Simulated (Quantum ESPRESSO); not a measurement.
# CoO: energy over the lowest, ferro + against volume, fitted and tested on a withheld row

System: CoO, 1 Co and 1 O in the cell, space group Fm-3m. From the study “CoO: magnetism against volume”.

Method: PBE with U = 3.5 eV on Co d; plane waves with GBRV 1.5 PBE potentials (Quantum ESPRESSO 7.5). Settings shared by all rows: cutoff 544.23 eV, fermi-dirac occupations, smearing width 0.05 eV. Degenerate orbitals of a corrected shell are partly filled. Whether a state of lower symmetry lies under this one was not tested; under a U it often does.

The table, with one value held back:

| volume (factor) | energy over the lowest, ferro + (meV an atom) |
| --- | --- |
| 0.88 | 138.2 |
| 0.91 | 87.1 |
| 0.94 | 51.5 |
| 0.97 | 29.7 |
| 1 | 19.9 |
| 1.03 | ? |
| 1.06 | 29.8 |
| 1.09 | 46.8 |
| 1.12 | 70.0 |

**Question.** Choose a law, fit it, and give the withheld energy over the lowest, ferro + (volume = 1.03 factor).

**Law.** Energy against volume follows the Birch–Murnaghan form, which is a polynomial in the Eulerian strain: third order, a cubic in t = (V/1)^(−2/3) − 1. In symbols, E = c0 + c1 t + c2 t² + c3 t³, with energy over the lowest, ferro + in meV an atom.

**Fit.** Least squares on 8 rows gives c0 = 20.027, c1 = 221.53, c2 = 12483.6 and c3 = -310.403.

| volume (factor) | t | computed | fit | computed − fit |
| --- | --- | --- | --- | --- |
| 0.88 | 0.088959 | 138.2 | 138.31 | -0.11 |
| 0.91 | 0.064892 | 87.1 | 86.89 | 0.21 |
| 0.94 | 0.042113 | 51.5 | 51.47 | 0.03 |
| 0.97 | 0.020514 | 29.7 | 29.82 | -0.12 |
| 1 | 0 | 19.9 | 20.03 | -0.13 |
| 1.06 | -0.038101 | 29.8 | 29.73 | 0.07 |
| 1.09 | -0.055833 | 46.8 | 46.63 | 0.17 |
| 1.12 | -0.072769 | 70.0 | 70.13 | -0.13 |

The slope vanishes at t = -0.00887, so the minimum lies at V = 1 × (1 + t)^(−3/2) = 1.013. That is the minimum of this magnetic state alone.

**Prediction.** At volume = 1.03 factor, t = -0.019513, so the law predicts 20.46 meV an atom. The computed value is 20.4 meV an atom, within one unit of its last digit of the prediction. The row lies between fitted rows, so this is an interpolation. The miss is of the size of the rounding of the printed values.

[Hosts, paths, dates, database ids (printed as entryN), source tags and the programs' standing remarks are cut or masked in the printed files.]

[Where a cell is said to come from a database of computed structures, the database is the Materials Project.]
